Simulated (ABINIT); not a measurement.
**K2LiAlH6 (Fm-3m): G0W0 with ABINIT, start to end**

How does a plane-wave GW calculation on K2LiAlH6 (Fm-3m) run from the first input to the gap?

Main program and level: ABINIT 10.8.3; LDA and many-body steps on it, plane waves.

This is a report of a sequence of runs, with most program output left out.

## Step 1: Set-up

Symmetry: Fm-3m, No. 225, cubic system. Conventional cell: a = 7.761 Å, b = 7.761 Å, c = 7.761 Å, α = 90.00°, β = 90.00°, γ = 90.00°. Nearest to K lie 12 H at 2.75 Å. Li has 6 H at 2.11 Å nearest. Al has 6 H at 1.77 Å nearest. Nearest to H lie 1 Al at 1.77 Å and 1 Li at 2.11 Å and 4 H at 2.50 Å and 4 K at 2.75 Å. Farther neighbours are not listed.

The cell and positions are those that the Materials Project relaxed with its own functionals (PBE, PBE+U or r2SCAN), kept fixed.

## Step 2: Ground state

This step: ABINIT 10.8.3; DFT, LDA, plane waves, norm-conserving pseudopotentials.

The ground-state density comes first.

Input file run.abi:

```
acell 3*1.0 Angstrom
rprim 
  -0.000000000000 3.880349530400 3.880349530400
  3.880349530400 0.000000000000 3.880349530400
  3.880349530400 3.880349530400 0.000000000000
ntypat 4
znucl 19 3 13 1
natom 10
typat 1 1 2 3 4 4 4 4 4 4
xred 
  0.750000000000 0.750000000000 0.750000000000
  0.250000000000 0.250000000000 0.250000000000
  0.500000000000 0.500000000000 0.500000000000
  0.000000000000 -0.000000000000 -0.000000000000
  0.772107360000 0.227892640000 0.227892640000
  0.772107360000 0.227892640000 0.772107360000
  0.227892640000 0.772107360000 0.772107360000
  0.227892640000 0.772107360000 0.227892640000
  0.227892640000 0.227892640000 0.772107360000
  0.772107360000 0.772107360000 0.227892640000
pp_dirpath "pseudos"
pseudos "K.upf, Li.upf, Al.upf, H.upf"
ecut 33
ngkpt 6 6 6
nshiftk 1
shiftk 0 0 0
kptopt 1
chksymbreak 0
nband 24
occopt 1
tolvrs 1e-10
nstep 60
prtwf 0
optforces 0
optstress 0
indata_prefix "in"
outdata_prefix "out"
tmpdata_prefix "tmp"
```

Command:

```console
$ OMP_NUM_THREADS=1 mpirun -n 4 abinit run.abi > log
```

Elapsed: 54 s, on 4 MPI ranks of Arm Neoverse N1, shared host; peak memory 0.44 GiB; 3.5 min of CPU time.

This step gave:

- total energy: -1983.3185 eV
- gap: 2.154 eV
- k of the valence top: 0.5, 0.5, 0
- k of the conduction bottom: 0, 0, 0
- least direct gap: 2.726 eV

The gap is indirect, with the least direct gap 0.57 eV higher.

## Step 3: Bands along the symmetry lines

The cheap functional maps the bands first; the places of the edges decide which points the dearer methods must see.

run.abi, as its differences from that of step 2:

```diff
@@ -23,14 +23,40 @@
 ecut 33
-ngkpt 6 6 6
-nshiftk 1
-shiftk 0 0 0
-kptopt 1
-chksymbreak 0
-nband 24
-occopt 1
-tolvrs 1e-10
-nstep 60
+iscf -2
+irdden 1
+kptopt 0
+nkpt 26
+kpt 
+  0.00000000 0.00000000 0.00000000
+  0.12500000 0.00000000 0.12500000
+  0.25000000 0.00000000 0.25000000
+  0.37500000 0.00000000 0.37500000
+  0.50000000 0.00000000 0.50000000
+  0.53125000 0.06250000 0.53125000
+  0.56250000 0.12500000 0.56250000
+  0.59375000 0.18750000 0.59375000
+  0.62500000 0.25000000 0.62500000
+  0.37500000 0.37500000 0.75000000
+  0.28125000 0.28125000 0.56250000
+  0.18750000 0.18750000 0.37500000
+  0.09375000 0.09375000 0.18750000
+  0.00000000 0.00000000 0.00000000
+  0.12500000 0.12500000 0.12500000
+  0.25000000 0.25000000 0.25000000
+  0.37500000 0.37500000 0.37500000
+  0.50000000 0.50000000 0.50000000
+  0.50000000 0.43750000 0.56250000
+  0.50000000 0.37500000 0.62500000
+  0.50000000 0.31250000 0.68750000
+  0.50000000 0.25000000 0.75000000
+  0.50000000 0.18750000 0.68750000
+  0.50000000 0.12500000 0.62500000
+  0.50000000 0.06250000 0.56250000
+  0.50000000 0.00000000 0.50000000
+istwfk *1
+nband 22
+nbdbuf 2
+tolwfr 1e-08
+nstep 40
 prtwf 0
-optforces 0
-optstress 0
+prtvol 0
 indata_prefix "in"
```

Elapsed: 54 s, on 4 MPI ranks; peak memory 0.38 GiB.

Numbers from this step:

```yaml
gap: 2.154 eV
k_of_the_valence_top: 0.5, 0, 0.5
k_of_the_conduction_bottom: 0, 0, 0
least_direct_gap: 2.726 eV
```

The gap is 2.154 eV, as in the run before at this level.

The electronic bands at the labelled points (eV, zero at the top of the highest filled band):

```
    point  band 12  band 13  band 14  band 15  band 16  band 17  band 18  band 19
        Γ    -2.94    -2.94    -0.57    -0.57     2.15     5.14     5.14     5.14
  halfway    -2.80    -2.80    -1.45    -0.31     3.39     4.34     4.94     4.94
        X    -2.66    -2.66    -2.22     0.00     3.37     4.73     4.73     5.51
  halfway    -2.85    -2.63    -2.04    -0.17     3.52     4.70     5.02     5.49
        U    -3.14    -2.54    -1.73    -0.57     3.86     4.69     5.27     5.44
jump to K    -3.14    -2.54    -1.73    -0.57     3.86     4.69     5.27     5.44
  halfway    -2.88    -2.55    -1.13    -0.79     3.23     4.78     4.86     5.22
        Γ    -2.94    -2.94    -0.57    -0.57     2.15     5.14     5.14     5.14
  halfway    -2.71    -2.71    -0.85    -0.85     2.84     4.42     5.31     5.72
        L    -2.41    -2.41    -1.19    -1.19     2.95     3.96     5.85     5.85
  halfway    -2.80    -2.52    -1.35    -0.99     3.67     4.53     5.05     5.34
        W    -3.15    -2.90    -1.42    -0.80     4.42     4.42     5.36     5.36
  halfway    -2.81    -2.81    -1.87    -0.32     3.67     4.90     5.06     5.26
        X    -2.66    -2.66    -2.22     0.00     3.37     4.73     4.73     5.51
```

## Step 4: Empty states on the mesh, 2×2×2 mesh, 100 bands

The sums over transitions need many empty states on a uniform mesh; this step solves for them.

Input file run.abi:

```
acell 3*1.0 Angstrom
rprim 
  -0.000000000000 3.880349530400 3.880349530400
  3.880349530400 0.000000000000 3.880349530400
  3.880349530400 3.880349530400 0.000000000000
ntypat 4
znucl 19 3 13 1
natom 10
typat 1 1 2 3 4 4 4 4 4 4
xred 
  0.750000000000 0.750000000000 0.750000000000
  0.250000000000 0.250000000000 0.250000000000
  0.500000000000 0.500000000000 0.500000000000
  0.000000000000 -0.000000000000 -0.000000000000
  0.772107360000 0.227892640000 0.227892640000
  0.772107360000 0.227892640000 0.772107360000
  0.227892640000 0.772107360000 0.772107360000
  0.227892640000 0.772107360000 0.227892640000
  0.227892640000 0.227892640000 0.772107360000
  0.772107360000 0.772107360000 0.227892640000
pp_dirpath "pseudos"
pseudos "K.upf, Li.upf, Al.upf, H.upf"
ecut 33
ngkpt 2 2 2
nshiftk 1
shiftk 0 0 0
kptopt 1
chksymbreak 0
iscf -2
irdden 1
istwfk *1
nband 100
nbdbuf 8
tolwfr 1e-09
nstep 60
prtvol 0
indata_prefix "in"
outdata_prefix "out"
tmpdata_prefix "tmp"
```

It took 45 s on 4 MPI ranks; peak memory 0.36 GiB.

This step gave:

- gap: 2.154 eV
- k of the valence top: 0.5, 0.5, 0
- k of the conduction bottom: 0, 0, 0
- least direct gap: 2.726 eV
- k points computed: 3
- lowest point of the top converged band, above the valence top: 36.80 eV

On this mesh the gap is 2.154 eV.

## Step 5: Screening, 2×2×2 mesh, 92 bands, screening to 106.1 eV

The RPA dielectric matrix is built and inverted for each q.

This step: RPA screening on LDA, plane waves, norm-conserving pseudopotentials.

run.abi, as its differences from that of step 4:

```diff
@@ -28,10 +28,11 @@
 chksymbreak 0
-iscf -2
-irdden 1
 istwfk *1
-nband 100
-nbdbuf 8
-tolwfr 1e-09
-nstep 60
-prtvol 0
+occopt 1
+irdwfk 1
+optdriver 3
+nband 92
+ecuteps 3.9
+inclvkb 2
+awtr 1
+symchi 1
 indata_prefix "in"
```

Run time: 18 s. Hardware: 4 MPI ranks; peak memory 1 GiB.

This step gave:

- ε∞ with local fields, on this mesh, along the program's q direction: 4.239
- the same without local fields: 4.830
- plasma frequency: 18.81 eV
- plane waves in the screening matrix: 283

Local fields lower ε∞ by 12 %. On a Γ-centred mesh this coarse the value itself is usually too large, while a short band sum pulls it down.

## Step 6: Self-energy, 2×2×2 mesh, 92 bands, screening to 106.1 eV

The self-energy is evaluated for the states that the input lists, and the levels follow from it, in one-shot runs by the linearised quasiparticle equation.

This step: G0W0 on LDA, plane waves, norm-conserving pseudopotentials.

run.abi, as its differences from that of step 5:

```diff
@@ -31,8 +31,17 @@
 irdwfk 1
-optdriver 3
+optdriver 4
 nband 92
+gwcalctyp 0
+ecutsigx 33
+symsigma 1
+nkptgw 2
+kptgw 
+  0.5000000000 0.5000000000 0.0000000000
+  0.0000000000 0.0000000000 0.0000000000
+bdgw 
+  14 18
+  14 19
 ecuteps 3.9
-inclvkb 2
-awtr 1
-symchi 1
+irdscr 1
+ppmodel 1
 indata_prefix "in"
```

It took 12 s on 4 MPI ranks; peak memory 0.85 GiB; 49 s of CPU time.

Numbers from this step:

```
G0W0 gap on the points computed              : 4.095 eV
starting gap on the mesh                     : 2.154 eV
k of the valence top                         : 0.5, 0.5, 0
k of the conduction bottom                   : 0, 0, 0
Z at the valence top                         : 0.801
Z at the conduction bottom                   : 0.826
least direct G0W0 gap on the computed points : 4.623 eV
```

The gap on the mesh goes from 2.15 eV to 4.10 eV, a correction of +1.94 eV.

Limits: finite bands, cutoff and mesh; coarse k mesh. v1 is the top filled band, c1 the lowest empty one. Levels before and after the correction, in eV, zero at the valence-band top of each column:

```
           conduction bottom  valence top
Kohn-Sham               2.15         0.00
     G0W0               4.09         0.00
```

```
                       level  energy (eV)
Kohn-Sham     (0.5 0.5 0) v2       -2.221
Kohn-Sham     (0.5 0.5 0) v1        0.000
Kohn-Sham     (0.5 0.5 0) c1        3.368
Kohn-Sham  (0.5 0.5 0) c2-c3        4.727
Kohn-Sham            Γ v2-v1       -0.572
Kohn-Sham               Γ c1        2.154
Kohn-Sham            Γ c2-c4        5.141
     G0W0     (0.5 0.5 0) v2       -2.297
     G0W0     (0.5 0.5 0) v1        0.000
     G0W0     (0.5 0.5 0) c1        5.587
     G0W0  (0.5 0.5 0) c2-c3        7.057
     G0W0            Γ v2-v1       -0.528
     G0W0               Γ c1        4.095
     G0W0            Γ c2-c4        7.217
```

## Step 7: Where the time went

Times are wall times on 4 MPI ranks of Arm Neoverse N1, shared host, good to a factor of about two.

```
                          step  time  share  memory (GiB)
                  ground state  54 s   29 %          0.44
bands along the symmetry lines  54 s   29 %          0.38
      empty states on the mesh  45 s   25 %          0.36
                     screening  18 s   10 %             1
                   self-energy  12 s    7 %          0.85
```

## Step 8: What came out

| Property | Result |
| --- | --- |
| LDA gap | 2.15 eV, indirect |
| G0W0 gap on the mesh | 4.10 eV |
| GW settings | 2×2×2 mesh, 92 bands, screening to 106.1 eV, Godby-Needs plasmon pole |
| known limits | not at the basis limit; coarse k mesh |

G0W0 moves the gap on the mesh from 2.15 eV to 4.10 eV (+1.94 eV), with Z of 0.80 and 0.83 at the edges. Local fields lower the RPA ε∞ on this mesh from 4.83 to 4.24; a Γ-centred mesh this coarse tends to raise both, most where the direct gap is narrow, while a short band sum lowers them. Only 2 of the mesh's irreducible points were corrected, so a valley elsewhere could overtake. Bands and cutoff are finite, so the gap is not at the basis limit. The miss can reach some tenths of an eV and take either sign; the mesh is an error of its own. In the G0W0 run levels were corrected at 2 k points alone, so a gap called «on the mesh» is the least over those, and an edge elsewhere would be missed. The 2×2×2 mesh is coarse for this cell, which bears on the long-range parts of exchange and screening.

[Paths, hosts, dates, memory and timing lines, banners, echoed tables and standing remarks are left out of the program output.]

[Logs are printed without paths, hosts, clocks, repeated set-up lines and the standing remarks that a program may print on its own settings, such as how far it seeks lower states.]

[Runs of the session that timed out or met a known fault of the program may be left out.]

[Hosts, paths, dates, database ids (printed as entryN), source tags and the programs' standing remarks are cut or masked in the printed files.]

[G0W0 gaps are taken among the corrected bands and points alone; a level outside them can change the order at an edge.]

[Where Ansatz stands beside ABINIT at settings called matched, ABINIT's density can come from a denser mesh and the files from another edition; pairs whose starting gaps differed by over 0.03 eV were left out, so agreement reads better than it is.]
